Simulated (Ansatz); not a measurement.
# Gap against volume in LiH10C6IN2O2 (C2/c) (176 atoms)

The cell holds 176 atoms: 8 Li, 80 H, 48 C, 8 I, 16 N and 16 O. Its edges and angles: a = 13.891 Å, b = 13.844 Å, c = 10.926 Å, α = 90.0°, β = 100.2°, γ = 90.0°. It derives from LiH10C6IN2O2 (C2/c), repeated 1×1×1. The starting structure: LiH10C6IN2O2, space group C2/c, structure from the Crystallography Open Database, 1 x 1 x 1 conventional cells; every coordinate displaced by a Gaussian of 0.03 Å; bonds to H set to neutron lengths (C-H 1.089, N-H 1.015, O-H 0.983, B-H 1.19 Å) where the listed ones are shorter.

Calculated with Ansatz 0.2.0: Kohn-Sham DFT, PBE+D4, PAW (set soft_2, large core), plane waves; cutoff 420 eV, Γ point, gaussian smearing of 0.05 eV. The relaxed cell was scaled evenly and the atoms were relaxed at each volume. The gap is that between the highest filled and the lowest empty Kohn-Sham level on the run's k-points.

| volume (Å³/atom) | gap (eV) |
| --- | --- |
| 11.045 | 4.119 |
| 11.398 | ? |
| 11.750 | 4.074 |
| 12.103 | 4.054 |
| 12.455 | 4.037 |

**Question.** Fit a straight line in ln V to the rows given and interpolate to the withheld row.

Worked fit:

A volume deformation potential makes the spacing linear in u = ln(V/V0), with V0 = 11.750 Å³ the relaxed volume; v is the spacing.

| u = ln(V/V0) | v (eV) |
| --- | --- |
| -0.0618755 | 4.1193 |
| 0 | 4.0744 |
| 0.0295583 | 4.0541 |
| 0.0582688 | 4.0366 |

With n = 4: mean u = 0.00648790, mean v = 4.07110, Σ(u − ū)² = 0.0079291, Σ(u − ū)(v − v̄) = -0.0054952. Slope b = -0.0054952 / 0.0079291 = -0.69303; intercept a = v̄ − b ū = 4.0756.

At the withheld volume u = -0.03046, and v = a + b u.

Prediction at 11.398: 4.097 eV. The run gave 4.107 eV, so the fit is low by 0.0100 eV (0.24 % of the value).

The slope, -0.69 eV, says that the spacing narrows on expansion. Among the rows given, the largest miss of the fit is at 12.455, by 0.0014 eV (1.7 % of the range of the table).

Limits: The table spans 12 % in volume, wide for a linear law. Semilocal functionals tend to put gaps under measured ones. Only the Γ point is sampled. The mesh needn't hold the band edges. Spin–orbit coupling is left out, which matters for the levels of the heavy elements.

[Hosts, paths, dates, database ids (printed as entryN), source tags and the programs' standing remarks are cut or masked in the printed files.]
